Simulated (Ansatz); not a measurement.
## Neighbourhoods of single atoms in hcp Mg, size series (36 atoms)

The cell holds 36 atoms: 36 Mg. Its edges and angles: a = 9.627 Å, b = 9.627 Å, c = 10.422 Å, α = 90.0°, β = 90.0°, γ = 120.0°. It derives from Mg (hcp), repeated 3×3×2. The starting structure: Hcp Mg (a = 3.209 Å, c = 5.211 Å), 3 x 3 x 2 conventional cells; every coordinate displaced by a Gaussian of 0.03 Å.

Computed with Ansatz 0.2.0: Kohn-Sham DFT, LDA, PAW (set soft_2), plane waves; cutoff 420 eV, k-mesh 2×2×2, fermi-dirac smearing of 0.1 eV. Geometry: the last frame of 144 fs of DFT dynamics near 254 K.

The whole cell was solved; only parts of it are printed.

The surroundings of Mg8, which bears the longest force, nearest first, numbered as they follow in the input and with coordinates relative to it.

```
atom      x      y      z  distance (Å)  bonds     Fx     Fy  Fz (eV/Å)
 Mg8   0.00   0.00   0.00          0.00     12  -0.44   0.85      -0.29
 Mg4   1.49  -2.41  -0.20          2.84     12  -0.07  -0.44       0.26
 Mg5  -0.08  -1.59   2.44          2.92     12  -0.42  -0.01       0.36
 Mg7  -0.43  -1.63  -2.53          3.04     12   0.15   0.28      -0.51
Mg20   3.00   0.47  -0.23          3.04     12  -0.03  -0.41       0.05
Mg28  -1.78  -2.52  -0.08          3.09     12  -0.07   0.02       0.18
Mg21   1.37   1.16   2.53          3.10     12  -0.06   0.25       0.08
 Mg9  -1.94   1.26   2.33          3.28     12   0.02   0.05       0.16
Mg23   1.25   1.33  -2.73          3.29     12   0.09  -0.52       0.22
Mg32  -3.29   0.10  -0.10          3.30     12  -0.17   0.56       0.13
Mg24   1.43   3.24   0.08          3.54     12  -0.36  -0.39      -0.19
Mg12  -1.71   3.15  -0.02          3.58     12  -0.35  -0.24      -0.19
Mg11  -1.82   1.37  -2.86          3.65     12  -0.26  -0.38       0.30
Mg17   2.97  -1.62   2.46          4.18     12   0.04   0.25       0.17
Mg19   2.99  -1.75  -2.66          4.37     12  -0.18   0.50       0.06
Mg31  -3.62  -1.54  -2.36          4.59     12   0.16  -0.19      -0.69
Mg29  -3.38  -1.40   2.78          4.59     12  -0.11  -0.37      -0.45
Mg13  -0.40   3.92   2.62          4.73     12   0.59   0.13      -0.03
Mg15  -0.34   3.94  -2.61          4.74     12  -0.01   0.35       0.24
 Mg6  -0.58   0.30   4.92          4.96     12   0.43  -0.17       0.23
 Mg1   1.48  -4.07   2.55          5.03     12  -0.41  -0.71      -0.12
Mg33   4.38   0.97   2.39          5.08     12   0.35   0.53       0.05
 Mg3   1.25  -4.25  -2.64          5.16     12   0.02  -0.31       0.03
Mg16   4.53  -2.54   0.07          5.19     12   0.21   0.17      -0.02
Mg25  -1.94  -4.22   2.44          5.24     12   0.13  -0.23       0.38
Mg36  -0.37  -5.28  -0.09          5.30     12   0.51   0.05       0.10
Mg35   4.45   1.17  -2.78          5.38     12   0.24   0.04       0.27
Mg36   4.45   3.05  -0.09          5.39     12   0.51   0.05       0.10
Mg27  -1.99  -4.30  -2.63          5.42     12   0.15  -0.01      -0.02
 Mg6  -0.58   0.30  -5.50          5.54     12   0.43  -0.17       0.23
Mg27   2.83   4.03  -2.63          5.59     12   0.15  -0.01      -0.02
Mg25   2.88   4.12   2.44          5.59     12   0.13  -0.23       0.38
Mg16  -5.10  -2.54   0.07          5.70     12   0.21   0.17      -0.02
Mg16  -0.29   5.80   0.07          5.80     12   0.21   0.17      -0.02
```

The column of bonds counts only the pairs Mg-Mg within 3.88 Å; other neighbours, such as metal atoms beside each other in a compound, aren't counted, and periodic images can show an atom twice.

A closer look about Mg4, picked at random: 34 atoms, nearest first, numbered in the order of the input, with positions taken from that point.

```
atom      x      y      z  distance (Å)  bonds     Fx     Fy  Fz (eV/Å)
 Mg4   0.00   0.00   0.00          0.00     12  -0.07  -0.44       0.26
 Mg8  -1.49   2.41   0.20          2.84     12  -0.44   0.85      -0.29
Mg19   1.50   0.66  -2.46          2.95     12  -0.18   0.50       0.06
Mg16   3.03  -0.13   0.27          3.05     12   0.21   0.17      -0.02
 Mg3  -0.24  -1.84  -2.43          3.06     12   0.02  -0.31       0.03
 Mg7  -1.92   0.79  -2.33          3.12     12   0.15   0.28      -0.51
Mg17   1.48   0.80   2.67          3.15     12   0.04   0.25       0.17
 Mg5  -1.57   0.82   2.65          3.19     12  -0.42  -0.01       0.36
Mg12   1.61  -2.78   0.19          3.22     12  -0.35  -0.24      -0.19
 Mg1  -0.01  -1.66   2.76          3.22     12  -0.41  -0.71      -0.12
Mg20   1.51   2.88  -0.03          3.25     12  -0.03  -0.41       0.05
Mg28  -3.28  -0.11   0.12          3.28     12  -0.07   0.02       0.18
Mg36  -1.86  -2.87   0.11          3.42     12   0.51   0.05       0.10
Mg15   2.98  -1.98  -2.40          4.31     12  -0.01   0.35       0.24
Mg21  -0.12   3.57   2.73          4.50     12  -0.06   0.25       0.08
Mg23  -0.24   3.75  -2.53          4.53     12   0.09  -0.52       0.22
Mg13   2.92  -2.00   2.82          4.53     12   0.59   0.13      -0.03
Mg27  -3.48  -1.89  -2.43          4.64     12   0.15  -0.01      -0.02
Mg25  -3.43  -1.81   2.65          4.69     12   0.13  -0.23       0.38
 Mg2  -0.12  -0.10  -4.97          4.97     12  -0.42   0.25      -0.17
Mg31   4.51   0.88  -2.16          5.08     12   0.16  -0.19      -0.69
Mg33   2.89   3.39   2.59          5.15     12   0.35   0.53       0.05
Mg35   2.96   3.58  -2.58          5.31     12   0.24   0.04       0.27
Mg32  -4.78   2.52   0.10          5.41     12  -0.17   0.56       0.13
Mg32   4.84   2.52   0.10          5.46     12  -0.17   0.56       0.13
 Mg2  -0.12  -0.10   5.46          5.46     12  -0.42   0.25      -0.17
Mg24   4.75  -2.68   0.28          5.46     12  -0.36  -0.39      -0.19
Mg11   1.51  -4.55  -2.65          5.48     12  -0.26  -0.38       0.30
 Mg9   1.39  -4.66   2.53          5.48     12   0.02   0.05       0.16
Mg24  -4.88  -2.68   0.28          5.57     12  -0.36  -0.39      -0.19
Mg31  -5.11   0.88  -2.16          5.62     12   0.16  -0.19      -0.69
 Mg9  -3.43   3.68   2.53          5.63     12   0.02   0.05       0.16
Mg24  -0.06   5.66   0.28          5.66     12  -0.36  -0.39      -0.19
Mg11  -3.31   3.79  -2.65          5.69     12  -0.26  -0.38       0.30
```

The column of bonds counts only the pairs Mg-Mg within 3.88 Å; other neighbours, such as metal atoms beside each other in a compound, aren't counted, and periodic images can show an atom twice.

Length of the force by element:

```
element  coordination  atoms  mean length of the force (eV/Å)  spread  least  most
     Mg           all     36                            0.502   0.186  0.151  1.00
```

[Logs are printed without paths, hosts, clocks, repeated set-up lines and the standing remarks that a program may print on its own settings, such as how far it seeks lower states.]

[Hosts, paths, dates, database ids (printed as entryN), source tags and the programs' standing remarks are cut or masked in the printed files.]
